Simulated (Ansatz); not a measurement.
## Phonons of ZrTi2 in the C11b ordering

Question: is the lattice of ZrTi2 in the C11b ordering stable, and if so, what are its coupling constant and resistivity?

Program: Ansatz 0.2.0. Level of theory: DFT PBEsol, scalar-relativistic, plane waves, PAW. Results are calculated unless marked as measured.

Most raw output is cut from this account.

The structure was built from a prototype and need not be the compound's stable phase.

## Step 1: The starting structure

Symmetry: I4/mmm, No. 139, tetragonal system. Conventional cell: a = 3.392 Å, b = 3.392 Å, c = 10.177 Å, α = 90.00°, β = 90.00°, γ = 90.00°. Nearest to Zr lie 8 Ti at 2.94 Å. Nearest to Ti lie 4 Zr at 2.94 Å and 4 Ti at 2.94 Å. Farther neighbours are not listed.

## Step 2: Relaxing cell and atoms

Lattice constant and positions set the bands and the force constants, so the cell is relaxed first.

Contents of input.yaml:

```yaml
crystal:
  lattice:
    - [3.39219, 0.0, 0.0]
    - [0.0, 3.39219, 0.0]
    - [1.69609, 1.69609, 5.08828]
  atoms:
    - { symbol: Zr, position: [0.0, 0.0, 0.0] }
    - { symbol: Ti, position: [0.66666667, 0.66666667, 0.66666667] }
    - { symbol: Ti, position: [0.33333333, 0.33333333, 0.33333333] }
kpoints:
  mp_grid: { grid: [10, 10, 10] }
hamiltonian:
  xc: pbesol
scf:
  occupations: { method: gaussian, width: 0.1 }
output:
  forces: true
  stress: true
  eigenvalues: true
  write_density: true
  write_potential: true
  elf: true
  volumetric_format: npy
relax:
  adjacent_minimum: "off"
  f_tol: 0.005
  max_steps: 80
  cell: { stress_tol: 0.05 }
```

Launch:

```bash
$ ansatz run input.yaml --threads 4 --pin off --max-ram 8192MiB --backend cpu --events-out ev --progress --plain --runs-dir out
```

Wall time 19 s (4 threads of Intel Xeon 6975P-C (Granite Rapids), shared host); peak memory 0.54 GiB.

Relaxation path:

| step | energy less that of the first step (eV) | largest force component (eV/Å) | pressure (GPa) | volume (Å³) |
| --- | --- | --- | --- | --- |
| 1 | 0.0000 | 0.5646 | -6.24 | 58.55 |
| 2 | 0.0036 | 0.2813 | 10.53 | 50.64 |
| 3 | -0.1324 | 0.1770 | -0.45 | 55.15 |
| 4 | -0.1379 | 0.0454 | 0.59 | 54.75 |
| 5 | -0.1395 | 0.0098 | -0.15 | 55.23 |
| 6 | -0.1447 | 0.0380 | -0.18 | 55.37 |
| 7 | -0.1722 | 0.1285 | -0.44 | 55.78 |
| 8 | -0.1730 | 0.3939 | -0.78 | 56.12 |
| 9 | -0.1958 | 0.0257 | 0.06 | 55.52 |
| 10 | -0.1980 | 0.0025 | 0.36 | 55.30 |
| 11 | -0.1984 | 0.0004 | -0.06 | 55.50 |
| 12 | -0.1984 | 0.0009 | 0.00 | 55.47 |
| 13* | -0.1981 | 0.0011 | 0.01 | 55.47 |

Relaxation steps marked * repeat the geometry before them on a plane-wave basis chosen anew for their cell, so energy and pressure can jump there. Relaxation step 2 was tried and not accepted.

The run keeps the 16 symmetry operations that it works with, so distortions that break them were not tested.

| conventional cell, symmetrised | before | after | change |
| --- | --- | --- | --- |
| a (Å) | 3.392 | 3.448 | +1.7 % |
| b (Å) | 3.392 | 3.448 | +1.7 % |
| c (Å) | 10.177 | 9.330 | -8.3 % |
| volume (Å³/atom) | 19.52 | 18.49 | -5.3 % |

The atoms that moved most (Å, as changes of fractional coordinates times the final cell):

| atom | dx | dy | dz | length |
| --- | --- | --- | --- | --- |
| Ti2 | 0.000 | 0.000 | -0.174 | 0.174 |
| Ti3 | 0.000 | 0.000 | 0.174 | 0.174 |

Final coordinates:

```cif
data_structure
_symmetry_space_group_name_H-M 'P 1'
_symmetry_Int_Tables_number 1
_cell_length_a 3.4482
_cell_length_b 3.4482
_cell_length_c 5.2638
_cell_angle_alpha 70.881
_cell_angle_beta 70.881
_cell_angle_gamma 90.000
_cell_volume 55.47
loop_
_atom_site_label
_atom_site_type_symbol
_atom_site_fract_x
_atom_site_fract_y
_atom_site_fract_z
_atom_site_occupancy
Zr1 Zr 0.00000 0.00000 0.00000 1
Ti2 Ti 0.68529 0.68529 0.62943 1
Ti3 Ti 0.31471 0.31471 0.37057 1
```

Numbers from this step:

```
pressure          : 0.008138 GPa
volume per atom   : 18.49 Å³
metallic on mesh  : yes
gap on the k-mesh : 0 eV
```

ELF in the ac plane of the cell as run, not the conventional one, at fractional y = 0.000, with atoms of Zr within 0.2 Å of it. It is the smooth field of the valence electrons, not physical close to the nuclei.

Ten even steps from '0' (0.09) to '9' (0.78), each cell a mean:
```
25994113212897
89994114321489
99973124531147
45531124543212
11112234444322
32223443222344
54445542101245
44334442000023
32212221000012
11000111000001
11000011100001
21000002221112
43100012443334
54310013455445
44432123444323
22344334332111
31124554211344
85212453113789
99721243115999
48961133116995
04983123115982
```
Columns run along a (3.4 Å), rows up along c (5.3 Å). Atoms in or near the plane, at fractional coordinates: Zr at (0.00, 0.00).

Electrostatic potential energy in the ac plane of the cell as run, not the conventional one, at fractional y = 0.000, with atoms of Zr within 0.2 Å of it. With pseudopotentials it is smooth inside the atoms' cores, unlike the true potential.

Ten even steps from '_' (-60 eV) to '@' (15 eV), each cell a mean:
```
____..==##@@@@@@@@@@%%++::__
....::++##@@@@@@@@@@@@##++::
==--==**%%@@@@@@@@@@@@%%##++
######%%%%@@@@@@@@@@@@@@@@%%
@@%%%%@@@@@@@@@@@@@@@@@@@@@@
@@@@@@@@@@@@@@@@@@@@@@@@@@@@
@@@@@@@@@@@@@@@@@@@@@@@@@@@@
@@@@@@@@@@@@@@@@@@@@@@@@@@@@
@@@@@@@@@@@@@@@@@@%%%%@@@@@@
@@@@@@@@@@@@@@@@@@@@%%%%@@@@
@@@@@@%%%%@@@@@@@@@@@@@@@@@@
@@@@@@%%%%%%@@@@@@@@@@@@@@@@
@@@@@@@@@@@@@@@@@@@@@@@@@@@@
@@@@@@@@@@@@@@@@@@@@@@@@@@@@
@@@@@@@@@@@@@@@@@@@@@@@@@@@@
@@@@@@@@@@@@@@@@@@@@@@@@@@@@
%%%%@@@@@@@@@@@@@@@@%%%%####
++##%%@@@@@@@@@@@@@@%%**++==
..--**%%@@@@@@@@@@%%##==::..
__..--**%%@@@@@@@@%%##--..__
____..++%%@@@@@@@@@@##==____
```
Columns run along a (3.4 Å; values clipped at the 3rd and 97th percentile), rows up along c (5.3 Å). Atoms in or near the plane, at fractional coordinates: Zr at (0.00, 0.00).

Valence density in the ac plane of the cell as run, not the conventional one, at fractional y = 0.000, with atoms of Zr within 0.2 Å of it. It is the smooth field of the valence electrons, not physical close to the nuclei.

Ten even steps from '_' (0.2 e/Å³) to '@' (3.9 e/Å³), each cell a mean:
```
@@@@@@++..____________--##@@
@@@@##==..____________..==##
++++==::________________..--
..::....____________________
____________________________
____________________________
____________________________
____________________________
____________________________
____________________________
____________________________
____________________________
____________________________
____________________________
____________________________
____________________________
________________________....
--::________________..::====
%%**--______________..==##@@
@@@@**::____________::**@@@@
##@@%%==____________..++@@@@
```
Columns run along a (3.4 Å), rows up along c (5.3 Å). Atoms in or near the plane, at fractional coordinates: Zr at (0.00, 0.00).

The largest force is now 0.0011 eV/Å and the largest stress component 0.0096 GPa.

## Step 3: Tight relaxation

Phonons are second derivatives about the minimum, so the remaining forces must be small: the thresholds are tightened.

input.yaml, the sections that differ from step 2:

```yaml
crystal:
  lattice:
    - [3.4481809166, 0.0, 1.6942e-06]
    - [0.0, 3.4481809166, 1.6942e-06]
    - [1.7240881662, 1.7240881662, 4.6650825234]
  atoms:
    - { symbol: Zr, position: [0.0, 0.0, 0.0] }
    - { symbol: Ti, position: [0.685285845, 0.685285845, 0.62942831] }
    - { symbol: Ti, position: [0.314714155, 0.314714155, 0.37057169] }
kpoints:
  mp_grid: { grid: [8, 8, 8] }
scf:
  occupations: { method: methfessel_paxton, width: 0.2 }
relax:
  adjacent_minimum: "off"
  f_tol: 0.001
  max_steps: 60
  cell: { stress_tol: 0.01 }
# hamiltonian, output: as in step 2
```

The job ended after 5 s (4 threads; peak memory 0.49 GiB).

The steps of the relaxation:

| step | energy less that of the first step (eV) | largest force component (eV/Å) | pressure (GPa) | volume (Å³) |
| --- | --- | --- | --- | --- |
| 1 | 0.0000 | 0.0478 | -0.07 | 55.47 |
| 2 | -0.0004 | 0.0047 | -0.09 | 55.50 |
| 3 | -0.0004 | 0.0014 | 0.15 | 55.39 |
| 4 | -0.0005 | 0.0008 | 0.03 | 55.46 |
| 5 | -0.0005 | 0.0005 | 0.00 | 55.48 |
| 6 | -0.0005 | 0.0005 | 0.00 | 55.48 |

The log counts 1 steps on a newly chosen plane-wave basis, not all of them marked here; energy and pressure can jump at such steps.

| conventional cell, symmetrised | before | after | change |
| --- | --- | --- | --- |
| a (Å) | 3.448 | 3.448 | -0.0 % |
| b (Å) | 3.448 | 3.448 | -0.0 % |
| c (Å) | 9.330 | 9.335 | +0.1 % |
| volume (Å³/atom) | 18.49 | 18.49 | +0.0 % |

The atoms that moved most (Å, as changes of fractional coordinates times the final cell):

| atom | dx | dy | dz | length |
| --- | --- | --- | --- | --- |
| Ti3 | 0.000 | 0.000 | 0.010 | 0.010 |
| Ti2 | 0.000 | 0.000 | -0.010 | 0.010 |

The relaxed structure:

```xyz
3
Lattice="3.4476 0.0000 0.0000 0.0000 3.4476 0.0000 1.7238 1.7238 4.6675" Properties=species:S:1:pos:R:3 pbc="T T T"
Zr    0.0000    0.0000    0.0000
Ti    3.4476    3.4476    2.9277
Ti    1.7238    1.7238    1.7397
```

Numbers from this step:

```yaml
pressure: -0.001536 GPa
```

ELF in the ac plane of the cell as run, not the conventional one, at fractional y = 0.314, with atoms of Ti within 0.2 Å of it. It is the smooth field of the valence electrons, not physical close to the nuclei.

Ten even steps from '_' (0.07) to '@' (0.61), each cell a mean:
```
====::..::==##%%%%**--..::--
====--....--++****++--....--
----::....::--------::....::
::::::....::::::::::::::::..
--::::--------::....::------
++======++**++--::..::--++**
##**++++**####==::::::==**##
++==--::==++****==----==**##
--........::--++++++==++++++
..::==**++--..::==******++--
..++@@@@@@%%++..::++####++::
..**@@##++##@@==..--##%%**::
..++@@++__::%%##::..**@@##--
..--%%##..::##@@--..==@@@@++
::..++@@@@%%@@%%--..--%%@@##
==....++%%@@@@**::..--##@@%%
++--....::====::__..--**####
==----::..........::--======
::::----============--::::::
....::--++##%%%%##++--::....
--::..::==##@@@@%%**--..::::
```
Columns run along a (3.4 Å), rows up along c (5.3 Å). Atoms in or near the plane, at fractional coordinates: Ti at (0.31, 0.37).

Electrostatic potential energy in the ac plane of the cell as run, not the conventional one, at fractional y = 0.314, with atoms of Ti within 0.2 Å of it. With pseudopotentials it is smooth inside the atoms' cores, unlike the true potential.

Values in eV, 21 rows by 14 columns, each cell a mean:
```
  1   2   5   9  12  14  15  16  16  15  13  10   7   4
  1   2   4   8  11  13  14  15  15  15  13  11   8   4
  4   3   5   8  11  12  13  14  14  14  13  12  10   7
  8   7   8   9  11  12  13  13  13  13  13  13  12  10
 12  11  11  12  12  13  13  12  12  12  12  13  13  13
 14  13  13  13  14  14  14  13  12  12  12  13  14  14
 14  14  14  14  14  14  14  14  13  12  13  13  14  14
 13  12  12  12  12  13  14  14  14  14  14  14  14  14
 11   9   6   5   6   9  12  14  14  15  15  15  14  14
  9   2  -5  -9  -7  -2   6  12  14  15  16  15  15  13
  5  -7 -16 -20 -20 -16  -8   5  12  15  16  16  15  12
  4 -10 -20 -23 -24 -23 -19  -5   7  13  16  16  15  13
  6  -9 -20 -23 -24 -24 -22 -13   1  11  15  16  16  14
  9  -3 -16 -23 -24 -24 -23 -16  -3   9  14  16  16  15
 13   6  -6 -17 -22 -23 -22 -15  -3   8  14  16  16  16
 14  11   5  -6 -13 -16 -15  -9   1  10  14  16  16  16
 15  14  11   7   1  -3  -3   1   7  11  14  15  16  16
 14  14  14  12  11  10   9  10  12  13  14  14  14  14
 12  12  13  14  14  14  14  14  14  14  14  13  12  12
  8  10  11  13  15  15  16  16  15  15  13  12  10   9
  5   6   9  12  14  15  16  16  16  15  13  11   8   5
```
Columns run along a (3.4 Å; values clipped at the 3rd and 97th percentile), rows up along c (5.3 Å). Atoms in or near the plane, at fractional coordinates: Ti at (0.31, 0.37).

Valence density in the ac plane of the cell as run, not the conventional one, at fractional y = 0.314, with atoms of Ti within 0.2 Å of it. It is the smooth field of the valence electrons, not physical close to the nuclei.

Ten steps, logarithmic in the rise over the least value, from '_' (0.16 × 1e0 e/Å³) to '@' (9.83 × 1e0 e/Å³), each cell a mean:
```
----::..______________..::::
----::..________________..::
::--::....______________..::
::::::....________________..
........____________________
........____________________
____..______________________
..............______________
....::::::....______________
..--==++++==::..____________
::==**%%%%##++::..________..
::++%%@@@@@@##==::__________
::++%%@@@@@@%%**--..________
..==##@@@@@@@@##==..________
__::==##%%@@%%**==..________
__..::==**##**++--..________
______::--====--..__________
__________......____________
____________________________
....____________________....
::::..________________....::
```
Columns run along a (3.4 Å), rows up along c (5.3 Å). Atoms in or near the plane, at fractional coordinates: Ti at (0.31, 0.37).

The largest force is now 4.5e-4 eV/Å and the largest stress component 0.0077 GPa, small enough for phonons.

## Step 4: Phonons: q 2×2×2, k 6×6×6

Before any scattering is computed, the phonons show whether the structure is a minimum.

Contents of input.yaml:

```yaml
crystal:
  lattice:
    - [3.4475891601, 0.0, 1.6939e-06]
    - [0.0, 3.4475891601, 1.6939e-06]
    - [1.7237922868, 1.7237922868, 4.6674642909]
  atoms:
    - { symbol: Zr, position: [0.0, 0.0, 0.0] }
    - { symbol: Ti, position: [0.6863691623, 0.6863691623, 0.6272616754] }
    - { symbol: Ti, position: [0.3136308377, 0.3136308377, 0.3727383246] }
kpoints:
  mp_grid: { grid: [6, 6, 6] }
hamiltonian:
  xc: pbesol
scf:
  occupations: { method: methfessel_paxton, width: 0.2 }
output:
  eigenvalues: true
phonons:
  method: dfpt
  qmesh: [2, 2, 2]
  temperatures: { t_max: 1000, t_step: 50 }
  qpath:
    path:
      - [[0.0, 0.0, 0.0], [0.5, 0.5, 0.5], [0.5, 0.5, 0.75], [0.5, 0.0, 0.5], [0.0, 0.0, 0.0], [0.0, 0.0, 0.5], [0.43180079, 0.0, 0.7159004]]
      - [[0.56819921, 0.0, 0.2840996], [0.0, 0.0, 0.0]]
      - [[0.5, 0.5, 0.5], [0.56819921, 0.43180079, 0.5]]
      - [[0.43180079, 0.43180079, 0.93180079], [0.0, 0.0, 0.5]]
    npoints: 10
```

Run time: 33 s. Hardware: 4 threads; peak memory 0.8 GiB.

Numbers from this step:

```
share of imaginary modes in the plain interpolation between solved wavevectors : 0.0101
highest frequency, solved or plainly interpolated                              : 271 cm⁻¹
```

Solved on the 2×2×2 mesh alone; all other wavevectors are interpolated. The phonon branches at the labelled points (cm⁻¹):

| point | branch 1 | branch 2 | branch 3 | branch 4 | branch 5 | branch 6 | branch 7 | branch 8 | branch 9 |
| --- | --- | --- | --- | --- | --- | --- | --- | --- | --- |
| Γ | 0 | 0 | 0 | 109 | 109 | 210 | 216 | 271 | 271 |
| halfway | 6 | 79 | 106 | 127 | 159 | 180 | 206 | 224 | 262 |
| X | -68 | 41 | 116 | 124 | 124 | 173 | 213 | 228 | 244 |
| halfway | -62 | 26 | 106 | 124 | 125 | 184 | 210 | 230 | 241 |
| P | -40 | -40 | 97 | 125 | 125 | 198 | 201 | 236 | 236 |
| halfway | 88 | 92 | 96 | 123 | 140 | 194 | 195 | 227 | 238 |
| N | 83 | 96 | 136 | 147 | 172 | 190 | 207 | 210 | 226 |
| halfway | 58 | 68 | 106 | 116 | 132 | 196 | 208 | 252 | 256 |
| Γ | 0 | 0 | 0 | 109 | 109 | 210 | 216 | 271 | 271 |
| halfway | 44 | 44 | 84 | 101 | 101 | 190 | 228 | 266 | 266 |
| M | 71 | 71 | 84 | 84 | 146 | 162 | 228 | 261 | 261 |
| halfway | 84 | 84 | 95 | 130 | 160 | 164 | 217 | 244 | 247 |
| S | 96 | 97 | 132 | 142 | 181 | 198 | 200 | 214 | 214 |
| jump to S0 | 96 | 97 | 132 | 142 | 181 | 198 | 200 | 214 | 214 |
| halfway | 70 | 71 | 112 | 115 | 136 | 193 | 206 | 248 | 255 |
| Γ | 0 | 0 | 0 | 109 | 109 | 210 | 216 | 271 | 271 |
| jump to X | -68 | 41 | 116 | 124 | 124 | 173 | 213 | 228 | 244 |
| halfway | -62 | 43 | 117 | 123 | 124 | 174 | 212 | 228 | 243 |
| R | -36 | 48 | 120 | 120 | 124 | 175 | 209 | 230 | 242 |
| jump to G | -36 | 48 | 120 | 120 | 124 | 175 | 209 | 230 | 242 |
| halfway | 81 | 83 | 110 | 148 | 160 | 169 | 208 | 216 | 252 |
| M | 71 | 71 | 84 | 84 | 146 | 162 | 228 | 261 | 261 |

Lowest modes at the softest wavevector of the mesh. Modes at q = (0.500, 0.500, 0.500), with each element's share of the kinetic energy (negative means imaginary):

| mode | frequency (cm⁻¹) | Zr % | Ti % |
| --- | --- | --- | --- |
| 1 | -68.2 | 7 | 93 |
| 2 | 40.9 | 0 | 100 |
| 3 | 115.7 | 69 | 31 |
| 4 | 124.0 | 93 | 7 |
| 5 | 124.2 | 97 | 3 |
| 6 | 173.3 | 0 | 100 |

Displacements in mode 1 (-68.2 cm⁻¹), the largest set to 1, in the home cell:
```
Zr1 -0.28  0.28  0.00
Ti2 -1.00  1.00  0.00
Ti3  1.00 -1.00  0.00
```

Displacements in mode 2 (40.9 cm⁻¹), the largest set to 1, in the home cell:
```
Zr1 0.00 0.00 0.00
Ti2 1.00 1.00 0.00
Ti3 1.00 1.00 0.00
```

Among the solved wavevectors the lowest mode, translations apart, is -68.2 cm⁻¹, imaginary.

[end of part 1 of 2]

[Logs are printed without paths, hosts, clocks, repeated set-up lines and the standing remarks that a program may print on its own settings, such as how far it seeks lower states.]

[Hosts, paths, dates, database ids (printed as entryN), source tags and the programs' standing remarks are cut or masked in the printed files.]
